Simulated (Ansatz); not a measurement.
**Where Ni_Al puts its levels in the gap of Al3GaN4 (Pm)**

Charge states of Ni_Al in Al3GaN4 (Pm), set against the band edges. Model: a cell of 96 host atoms with 1 Al taken out and 1 Ni put in.

Calculated with Ansatz 0.2.0; place-levels on PBEsol runs: charge-transition levels and formation energies with image-charge correction and potential alignment at the atomic sites.

### 1. The starting structure

The cell holds 96 atoms: 35 Al, 12 Ga, 48 N and 1 Ni. Its edges and angles: a = 10.087 Å, b = 9.390 Å, c = 10.836 Å, α = 90.0°, β = 90.0°, γ = 90.0°. It derives from Al3GaN4 (space group Pm). Nearest the centre at fractional (0.500, 0.500, 0.417): Ni66 at 0.00 Å, N85 at 1.90 Å, N69 at 1.90 Å, N23 at 1.90 Å, N78 at 1.90 Å, Al73 at 3.10 Å, Ga68 at 3.10 Å, Ga84 at 3.10 Å.

The host's dielectric constants go in as inputs: (4.99, 4.79, 4.80) for the electrons alone, (9.98, 8.63, 8.67) with the ions, from a response run on this crystal (DFPT, PBEsol) at that run's own cell.

The cell's shortest repeat is 9.4 Å.

### 2. What was run first

Levels follow from differences of total energies between charge states, each relaxed by itself.

Each atom starts 0.05 Å or so off its site in a random direction: a symmetric start keeps its symmetry, and would miss off-centre moves and Jahn–Teller distortions. Forces are taken at one point at (¼, ¼, ¼). The cell holds 2 electrons more than the neutral one, with a uniform background that keeps it neutral on the whole. The electron count is odd, so at least one spin is unpaired; this run locks the moment at 1 μB.

The sampling was tested on the host first: at the k-points planned (1x1x1 shifted 0.25 0.25 0.25) its energy lies 0.000 eV an atom from the dense-mesh value, under the bound of 0.02 eV set for this test; that bounds the host's error, not the defect's.

One of the inputs; charge, spin and start change from state to state.

File qm2_M1.relax/input.yaml:

```yaml
crystal:
  lattice:
    - [10.08692036, 0.0, 0.00025278]
    - [0.0, 9.39015678, 0.0]
    - [-0.00644816, 0.0, 10.83601904]
  atoms:
    - { symbol: Al, position: [0.25011429, 0.16666667, 0.08366547] }
    - { symbol: Al, position: [0.00045975, 0.16666667, 0.41740262] }
    - { symbol: Al, position: [0.00054363, 0.0, 0.16584607] }
    - { symbol: Ga, position: [0.24970976, 0.0, 0.33310101] }
    - { symbol: "N", position: [0.05558729, 0.0, 0.33316331] }
    - { symbol: "N", position: [0.06122767, 0.16666667, 0.08357752] }
    - { symbol: "N", position: [0.31256195, 0.16666667, 0.42009678] }
    - { symbol: "N", position: [0.31159516, 0.0, 0.16314772] }
    - { symbol: Al, position: [0.25011429, 0.16666667, 0.58366547] }
    - { symbol: Al, position: [0.00045975, 0.16666667, 0.91740262] }
    - { symbol: Al, position: [0.00054363, 0.0, 0.66584607] }
    - { symbol: Ga, position: [0.24970976, 0.0, 0.83310101] }
    - { symbol: "N", position: [0.05558729, 0.0, 0.83316331] }
    - { symbol: "N", position: [0.06122767, 0.16666667, 0.58357752] }
    - { symbol: "N", position: [0.31256195, 0.16666667, 0.92009678] }
    - { symbol: "N", position: [0.31159516, 0.0, 0.66314772] }
    - { symbol: Al, position: [0.25011429, 0.5, 0.08366547] }
    - { symbol: Al, position: [0.00045975, 0.5, 0.41740262] }
    - { symbol: Al, position: [0.00054363, 0.33333333, 0.16584607] }
    - { symbol: Ga, position: [0.24970976, 0.33333333, 0.33310101] }
    - { symbol: "N", position: [0.05558729, 0.33333333, 0.33316331] }
    - { symbol: "N", position: [0.06122767, 0.5, 0.08357752] }
    - { symbol: "N", position: [0.31256195, 0.5, 0.42009678] }
    - { symbol: "N", position: [0.31159516, 0.33333333, 0.16314772] }
    - { symbol: Al, position: [0.25011429, 0.5, 0.58366547] }
    - { symbol: Al, position: [0.00045975, 0.5, 0.91740262] }
    - { symbol: Al, position: [0.00054363, 0.33333333, 0.66584607] }
    - { symbol: Ga, position: [0.24970976, 0.33333333, 0.83310101] }
    - { symbol: "N", position: [0.05558729, 0.33333333, 0.83316331] }
    - { symbol: "N", position: [0.06122767, 0.5, 0.58357752] }
    - { symbol: "N", position: [0.31256195, 0.5, 0.92009678] }
    - { symbol: "N", position: [0.31159516, 0.33333333, 0.66314772] }
    - { symbol: Al, position: [0.25011429, 0.83333333, 0.08366547] }
    - { symbol: Al, position: [0.00045975, 0.83333333, 0.41740262] }
    - { symbol: Al, position: [0.00054363, 0.66666667, 0.16584607] }
    - { symbol: Ga, position: [0.24970976, 0.66666667, 0.33310101] }
    - { symbol: "N", position: [0.05558729, 0.66666667, 0.33316331] }
    - { symbol: "N", position: [0.06122767, 0.83333333, 0.08357752] }
    - { symbol: "N", position: [0.31256195, 0.83333333, 0.42009678] }
    - { symbol: "N", position: [0.31159516, 0.66666667, 0.16314772] }
    - { symbol: Al, position: [0.25011429, 0.83333333, 0.58366547] }
    - { symbol: Al, position: [0.00045975, 0.83333333, 0.91740262] }
    - { symbol: Al, position: [0.00054363, 0.66666667, 0.66584607] }
    - { symbol: Ga, position: [0.24970976, 0.66666667, 0.83310101] }
    - { symbol: "N", position: [0.05558729, 0.66666667, 0.83316331] }
    - { symbol: "N", position: [0.06122767, 0.83333333, 0.58357752] }
    - { symbol: "N", position: [0.31256195, 0.83333333, 0.92009678] }
    - { symbol: "N", position: [0.31159516, 0.66666667, 0.66314772] }
    - { symbol: Al, position: [0.75011429, 0.16666667, 0.08366547] }
    - { symbol: Al, position: [0.50045975, 0.16666667, 0.41740262] }
    - { symbol: Al, position: [0.50054363, 0.0, 0.16584607] }
    - { symbol: Ga, position: [0.74970976, 0.0, 0.33310101] }
    - { symbol: "N", position: [0.55558729, 0.0, 0.33316331] }
    - { symbol: "N", position: [0.56122767, 0.16666667, 0.08357752] }
    - { symbol: "N", position: [0.81256195, 0.16666667, 0.42009678] }
    - { symbol: "N", position: [0.81159516, 0.0, 0.16314772] }
    - { symbol: Al, position: [0.75011429, 0.16666667, 0.58366547] }
    - { symbol: Al, position: [0.50045975, 0.16666667, 0.91740262] }
    - { symbol: Al, position: [0.50054363, 0.0, 0.66584607] }
    - { symbol: Ga, position: [0.74970976, 0.0, 0.83310101] }
    - { symbol: "N", position: [0.55558729, 0.0, 0.83316331] }
    - { symbol: "N", position: [0.56122767, 0.16666667, 0.58357752] }
    - { symbol: "N", position: [0.81256195, 0.16666667, 0.92009678] }
    - { symbol: "N", position: [0.81159516, 0.0, 0.66314772] }
    - { symbol: Al, position: [0.75011429, 0.5, 0.08366547] }
    - { symbol: Ni, position: [0.50045975, 0.5, 0.41740262], spin: 1.0 }
    - { symbol: Al, position: [0.50054363, 0.33333333, 0.16584607] }
    - { symbol: Ga, position: [0.74970976, 0.33333333, 0.33310101] }
    - { symbol: "N", position: [0.55558729, 0.33333333, 0.33316331] }
    - { symbol: "N", position: [0.56122767, 0.5, 0.08357752] }
    - { symbol: "N", position: [0.81256195, 0.5, 0.42009678] }
    - { symbol: "N", position: [0.81159516, 0.33333333, 0.16314772] }
    - { symbol: Al, position: [0.75011429, 0.5, 0.58366547] }
    - { symbol: Al, position: [0.50045975, 0.5, 0.91740262] }
    - { symbol: Al, position: [0.50054363, 0.33333333, 0.66584607] }
    - { symbol: Ga, position: [0.74970976, 0.33333333, 0.83310101] }
    - { symbol: "N", position: [0.55558729, 0.33333333, 0.83316331] }
    - { symbol: "N", position: [0.56122767, 0.5, 0.58357752] }
    - { symbol: "N", position: [0.81256195, 0.5, 0.92009678] }
    - { symbol: "N", position: [0.81159516, 0.33333333, 0.66314772] }
    - { symbol: Al, position: [0.75011429, 0.83333333, 0.08366547] }
    - { symbol: Al, position: [0.50045975, 0.83333333, 0.41740262] }
    - { symbol: Al, position: [0.50054363, 0.66666667, 0.16584607] }
    - { symbol: Ga, position: [0.74970976, 0.66666667, 0.33310101] }
    - { symbol: "N", position: [0.55558729, 0.66666667, 0.33316331] }
    - { symbol: "N", position: [0.56122767, 0.83333333, 0.08357752] }
    - { symbol: "N", position: [0.81256195, 0.83333333, 0.42009678] }
    - { symbol: "N", position: [0.81159516, 0.66666667, 0.16314772] }
    - { symbol: Al, position: [0.75011429, 0.83333333, 0.58366547] }
    - { symbol: Al, position: [0.50045975, 0.83333333, 0.91740262] }
    - { symbol: Al, position: [0.50054363, 0.66666667, 0.66584607] }
    - { symbol: Ga, position: [0.74970976, 0.66666667, 0.83310101] }
    - { symbol: "N", position: [0.55558729, 0.66666667, 0.83316331] }
    - { symbol: "N", position: [0.56122767, 0.83333333, 0.58357752] }
    - { symbol: "N", position: [0.81256195, 0.83333333, 0.92009678] }
    - { symbol: "N", position: [0.81159516, 0.66666667, 0.66314772] }
  host:
    repeats: [2, 3, 2]
    atoms:
      - { symbol: Al, position: [0.50022857, 0.5, 0.16733093] }
      - { symbol: Al, position: [0.00091951, 0.5, 0.83480524] }
      # ... 6 more atoms of the perfect host
total_charge: -2
basis:
  ecutwfc: 420
  xc_grid: 2
hamiltonian:
  xc: pbesol
kpoints:
  mp_grid: { grid: [1, 1, 1], shift: [0.25, 0.25, 0.25] }
magnetization:
  spin_polarized: true
  initial_magnetization: 1
  spin_locking: { lock_magnetization: hard }
scf:
  occupations: { method: fixed }
  max_iter: 80
output:
  forces: true
  charged_corrections:
    epsilon: [4.99, 4.79, 4.8]
    static_epsilon: [9.98, 8.63, 8.67]
    defect_position: [0.50046, 0.5, 0.417403]
relax:
  f_tol: 0.02
  max_steps: 80
  random_displacement: { amplitude: 0.05, seed: 3158 }
checkpoint:
  write: "../qm2_M1.relax.run"
  compress: false
  write_wavefunctions: true
  write_every: 100000
```

On the command line:

```sh
> ansatz run input.yaml --threads 4 --pin off --max-ram 14131MiB --backend cpu --events-out ev --progress --plain --runs-dir out
```

The relaxed structure is kept and the sampling changed to a 2×2×2 shifted mesh.

The run of this state that the levels use, under PBEsol:

File qm2_M1.point/input.yaml:

```yaml
crystal:
  checkpoint: "../qm2_M1.relax.run"
  host: checkpoint
total_charge: -2
basis:
  ecutwfc: 420
  xc_grid: 2
hamiltonian:
  xc: pbesol
kpoints:
  mp_grid: { grid: [2, 2, 2], shift: [0.5, 0.5, 0.5] }
magnetization:
  spin_polarized: true
  initial_magnetization: 1
  spin_locking: { lock_magnetization: hard }
scf:
  occupations: { method: fermi_dirac, width: 0.01 }
  max_iter: 80
output:
  forces: true
  eigenvalues: true
  charged_corrections:
    epsilon: [4.99, 4.79, 4.8]
    static_epsilon: [9.98, 8.63, 8.67]
    defect_position: [0.50046, 0.5, 0.417403]
  eigenstates: { localisation: true }
  populations: true
  efg: {}
checkpoint:
  read: "../qm2_M1.relax.run"
  write: "../qm2_M1.point.run"
  compress: false
  write_wavefunctions: false
  write_every: 100000
```

Relaxations under PBEsol at one point at (¼, ¼, ¼); times on 4 threads of Intel Xeon 6975P-C (Granite Rapids), shared host:

| charge | moment (μB) | occupations | outcome | steps | largest displacement against the far atoms (Å) | time |
| --- | --- | --- | --- | --- | --- | --- |
| −2 | 1 | fixed | converged | 12 | 0.32 | 4 min |
| −1 | 0 | fixed | not converged | - | - | 38 s |
| −1 | 0 | fermi-dirac | converged | 7 | 0.13 | 89 s |
| −1 | 2 | fixed | converged | 6 | 0.16 | 2 min |
| 0 | 1 | fixed | converged | 7 | 0.05 | 3.2 min |
| 0 | 3 | fixed | converged | 5 | 0.04 | 81 s |
| +1 | 0 | fixed | not converged | - | - | 33 s |
| +1 | 0 | fermi-dirac | converged | 8 | 0.08 | 85 s |
| +1 | 4 | fixed | converged | 5 | 0.03 | 91 s |
| +1 | 2 | fixed | converged | 7 | 0.06 | 2.1 min |

Single points under PBEsol at a 2×2×2 shifted mesh; times on 4 threads of Intel Xeon 6975P-C (Granite Rapids), shared host:

| charge | moment (μB) | occupations | outcome | time |
| --- | --- | --- | --- | --- |
| −2 | 1 | fermi-dirac | converged | 2.2 min |
| −1 | 0 | fermi-dirac | converged | 65 s |
| −1 | 2 | fermi-dirac | converged | 2 min |
| 0 | 1 | fermi-dirac | converged | 2.5 min |
| 0 | 3 | fermi-dirac | converged | 1.7 min |
| +1 | 0 | fermi-dirac | converged | 58 s |
| +1 | 4 | fermi-dirac | converged | 2.1 min |
| +1 | 2 | fermi-dirac | converged | 2.1 min |

Distances (Å) from Ni66 to the nearest atoms after relaxation with PBEsol:

| charge | moment (μB) | 1. | 2. | 3. | 4. | 5. | 6. |
| --- | --- | --- | --- | --- | --- | --- | --- |
| −2 | 1 | N 1.95 | N 1.99 | N 2.01 | N 2.31 | Al 2.74 | Al 2.86 |
| −1 | 0 | N 1.96 | N 2.00 | N 2.00 | N 2.00 | Al 3.06 | Al 3.07 |
| −1 | 2 | N 1.99 | N 1.99 | N 2.00 | N 2.00 | Al 3.03 | Al 3.06 |
| 0 | 1 | N 1.92 | N 1.94 | N 1.94 | N 1.95 | Ga 3.09 | Al 3.09 |
| 0 | 3 | N 1.93 | N 1.93 | N 1.93 | N 1.94 | Al 3.10 | Ga 3.10 |
| +1 | 0 | N 1.86 | N 1.89 | N 1.91 | N 1.91 | Ga 3.06 | Al 3.09 |
| +1 | 4 | N 1.91 | N 1.91 | N 1.91 | N 1.92 | Al 3.10 | Ga 3.11 |
| +1 | 2 | N 1.87 | N 1.89 | N 1.90 | N 1.92 | Ga 3.08 | Ga 3.08 |

(Part 1 of 2 ends here.)

[Logs are printed without paths, hosts, clocks, repeated set-up lines and the standing remarks that a program may print on its own settings, such as how far it seeks lower states.]

[Hosts, paths, dates, database ids (printed as entryN), source tags and the programs' standing remarks are cut or masked in the printed files.]

[Where a table of states has a column of steps, it counts the stored structures, which are thinned; the runs took as many ionic steps or more.]

[A defect's name tells the site on which it was built; relaxed atoms can leave that site.]

[For some hosts the program warned that the k-mesh of the response run may be too coarse for force constants and the static dielectric constant; such warnings are not shown here.]
